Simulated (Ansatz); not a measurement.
# Free carriers and the phonons of GaN (P6_3mc), part 2 of 2

Aim: how far do free carriers move the optical modes of GaN (P6_3mc)?

Ansatz 0.2.0; DFT LDA, scalar-relativistic, plane waves, PAW; PAW set soft_1.

So far, highest optical mode at the zone centre (no LO-TO term) (cm⁻¹): step 5 (modes of this member: no carriers) 698. The relaxed cell has a = 3.152, c = 5.138 Å (conventional setting).

The database entry behind the starting cell differs from later determinations by our own check (about 0.3 % short, ideal inner coordinate), so it need not match the best structure at ambient conditions.

## (7) Modes of this member: 15 × 10²⁰ electrons per cm³

The zone-centre modes follow for 15 × 10²⁰ electrons per cm³.

Contents of input.yaml:

```yaml
crystal:
  lattice:
    - [3.1516497508, 0.0, 0.0]
    - [-1.5758248754, 2.729408748, 0.0]
    - [0.0, 0.0, 5.138302942]
  atoms:
    - { symbol: "N", position: [0.3333333333, 0.6666666667, 0.375648616] }
    - { symbol: "N", position: [0.6666666667, 0.3333333333, 0.875648616] }
    - { symbol: Ga, position: [0.3333333333, 0.6666666667, -0.000648616] }
    - { symbol: Ga, position: [0.6666666667, 0.3333333333, 0.499351384] }
total_charge: -0.066301
kpoints:
  mp_grid: { grid: [26, 26, 15] }
hamiltonian:
  xc: lda
  pseudopotentials: { kind: paw, azcp: { folder: soft_1 }, xc_functional: pbe }
scf:
  occupations: { method: fermi_dirac, width: 0.03 }
output:
  eigenvalues: true
phonons:
  method: dfpt
```

Started as:

```
ansatz run input.yaml --threads 4 --pin off --max-ram 16384MiB --backend cpu --events-out ev --progress --plain --runs-dir out
```

Run time: 6.6 min. Hardware: 4 threads of Arm Neoverse V2, shared host; peak memory 8.1 GiB.

This step gave:

```yaml
sum_rule_residual_before_enforcement: 2.92e-5 eV/Å²
highest_optical_mode_at_the_zone_centre_no_lo_to_term: 689.2 cm⁻¹
lowest_optical_zone_centre_mode: 137.2 cm⁻¹
```

Without the LO-TO term. Patterns of degenerate modes are one choice out of their space. Modes at Γ, with each element's share of the kinetic energy:

| mode | frequency (cm⁻¹) | symmetry | N % | Ga % |
| --- | --- | --- | --- | --- |
| 1 | 0.0 | acoustic | 17 | 83 |
| 2 | 0.0 | acoustic | 17 | 83 |
| 3 | 0.0 | acoustic | 17 | 83 |
| 4 | 137.2 | E2 | 12 | 88 |
| 5 | 137.2 | E2 | 12 | 88 |
| 6 | 330.6 | B1 | 0 | 100 |
| 7 | 539.9 | A1 | 83 | 17 |
| 8 | 560.1 | E1 | 83 | 17 |
| 9 | 560.1 | E1 | 83 | 17 |
| 10 | 566.7 | E2 | 88 | 12 |
| 11 | 566.7 | E2 | 88 | 12 |
| 12 | 689.2 | B1 | 100 | 0 |

Without the LO-TO term the lowest optical mode is real, 137 cm⁻¹, and the highest lies at 689.2 cm⁻¹.

## (8) A check on a coarser mesh: 2 × 10²⁰ electrons per cm³

To see what the mesh is worth, the run for 2 × 10²⁰ electrons per cm³ is repeated on 21×21×12 points.

input.yaml, the sections that differ from step 7:

```yaml
crystal:
  lattice:
    - [3.1516497508, 0.0, 0.0]
    - [-1.5758248754, 2.729408748, 0.0]
    - [0.0, 0.0, 5.138302942]
  atoms:
    - { symbol: "N", position: [0.3333333333, 0.6666666667, 0.375699071] }
    - { symbol: "N", position: [0.6666666667, 0.3333333333, 0.875699071] }
    - { symbol: Ga, position: [0.3333333333, 0.6666666667, -0.000699071] }
    - { symbol: Ga, position: [0.6666666667, 0.3333333333, 0.499300929] }
total_charge: -0.00884
kpoints:
  mp_grid: { grid: [21, 21, 12] }
# hamiltonian, scf, output, phonons: as in step 7
```

Elapsed: 3.6 min, on 4 threads; peak memory 4.5 GiB; 13 min of CPU time.

This step gave:

- sum-rule residual before enforcement: 1.88e-5 eV/Å²
- highest optical mode at the zone centre (no LO-TO term): 697.0 cm⁻¹
- lowest optical zone-centre mode: 139.5 cm⁻¹

The highest mode comes at 697.0 cm⁻¹, against 697.0 cm⁻¹ on 26×26×15 points.

## (9) A check on a coarser mesh: 10 × 10²⁰ electrons per cm³

To see what the mesh is worth, the run for 10 × 10²⁰ electrons per cm³ is repeated on 21×21×12 points.

input.yaml, the sections that differ from step 8:

```yaml
crystal:
  lattice:
    - [3.1516497508, 0.0, 0.0]
    - [-1.5758248754, 2.729408748, 0.0]
    - [0.0, 0.0, 5.138302942]
  atoms:
    - { symbol: "N", position: [0.3333333333, 0.6666666667, 0.3756641215] }
    - { symbol: "N", position: [0.6666666667, 0.3333333333, 0.8756641215] }
    - { symbol: Ga, position: [0.3333333333, 0.6666666667, -0.0006641215] }
    - { symbol: Ga, position: [0.6666666667, 0.3333333333, 0.4993358785] }
total_charge: -0.0442
# kpoints, hamiltonian, scf, output, phonons: as in step 8
```

It took 3.6 min on 4 threads; peak memory 4.5 GiB; 13 min of CPU time.

Numbers from this step:

```
sum-rule residual before enforcement                    : 5.35e-5 eV/Å²
highest optical mode at the zone centre (no LO-TO term) : 692.4 cm⁻¹
lowest optical zone-centre mode                         : 138.1 cm⁻¹
```

The highest mode comes at 692.4 cm⁻¹, against 692.5 cm⁻¹ on 26×26×15 points.

## (10) All members side by side

The members are set side by side, also those not shown above.

Electrons count positive and holes negative; without the LO-TO term; modes are tracked from the neutral crystal by their patterns, and those within 0.3 cm⁻¹ of each other stand once; the cell of the neutral crystal is kept and the atoms are relaxed where symmetry leaves them free; all runs use 26×26×15 k points and Fermi-Dirac smearing of 0.03 eV. Optical modes along the series:

| carriers (10²⁰ cm⁻³) | mode 4 E2 (cm⁻¹) | mode 6 B1 (cm⁻¹) | mode 7 A1 (cm⁻¹) | mode 8 E1 (cm⁻¹) | mode 10 E2 (cm⁻¹) | mode 12 B1 (cm⁻¹) |
| --- | --- | --- | --- | --- | --- | --- |
| 0 | 139.8 | 335.9 | 538.4 | 560.4 | 569.5 | 698 |
| 1 | 139.7 | 335.6 | 538.4 | 560.4 | 569.4 | 697.5 |
| 2 | 139.5 | 335.2 | 538.5 | 560.4 | 569.2 | 697 |
| 4 | 139.2 | 334.5 | 538.8 | 560.3 | 568.8 | 696 |
| 6 | 138.8 | 333.8 | 539 | 560.3 | 568.5 | 694.8 |
| 10 | 138.1 | 332.4 | 539.4 | 560.2 | 567.6 | 692.5 |
| 15 | 137.2 | 330.6 | 539.9 | 560.1 | 566.7 | 689.2 |

## (11) What came out

```json
{
 "members": "7",
 "mode that changes most, in cm⁻¹": "mode 12 B1",
 "its frequency without carriers": "698.04 cm⁻¹",
 "its frequency at 15 × 10²⁰ cm⁻³": "689.19 cm⁻¹"
}
```

**Reading.** At 15 × 10²⁰ electrons per cm³ the largest change in cm⁻¹ is that of mode 12 B1, -8.85 cm⁻¹ from 698.04 cm⁻¹. At 2 and 10 × 10²⁰ cm⁻³ the coarser mesh moves the optical modes by up to 0.07 cm⁻¹, a measure of the error left by the mesh there. The response is adiabatic: the carriers follow the ions at once. Where they cannot, as for a zone-centre mode faster than their scattering, measured shifts differ, and line shapes are not given here. The background stands for dopants without their size, scattering or local bonds, and the cell is that of the neutral crystal, although carriers also change the volume at rest, which would shift the modes as well. In a polar crystal the carriers also screen the field of the longitudinal modes, often the largest effect; only modes without that field are treated here. These are harmonic frequencies of a static lattice, with warm electrons: anharmonic shifts, linewidths and thermal expansion are left out. The PAW files were made for PBE; the program adapts parts of them to the functional of the run, but their partial waves stay those of PBE, an approximation that was not tested in this session. Only the zone centre was solved, so an instability at another wavevector cannot show here.

[Logs are printed without paths, hosts, clocks, repeated set-up lines and the standing remarks that a program may print on its own settings, such as how far it seeks lower states.]

[Hosts, paths, dates, database ids (printed as entryN), source tags and the programs' standing remarks are cut or masked in the printed files.]
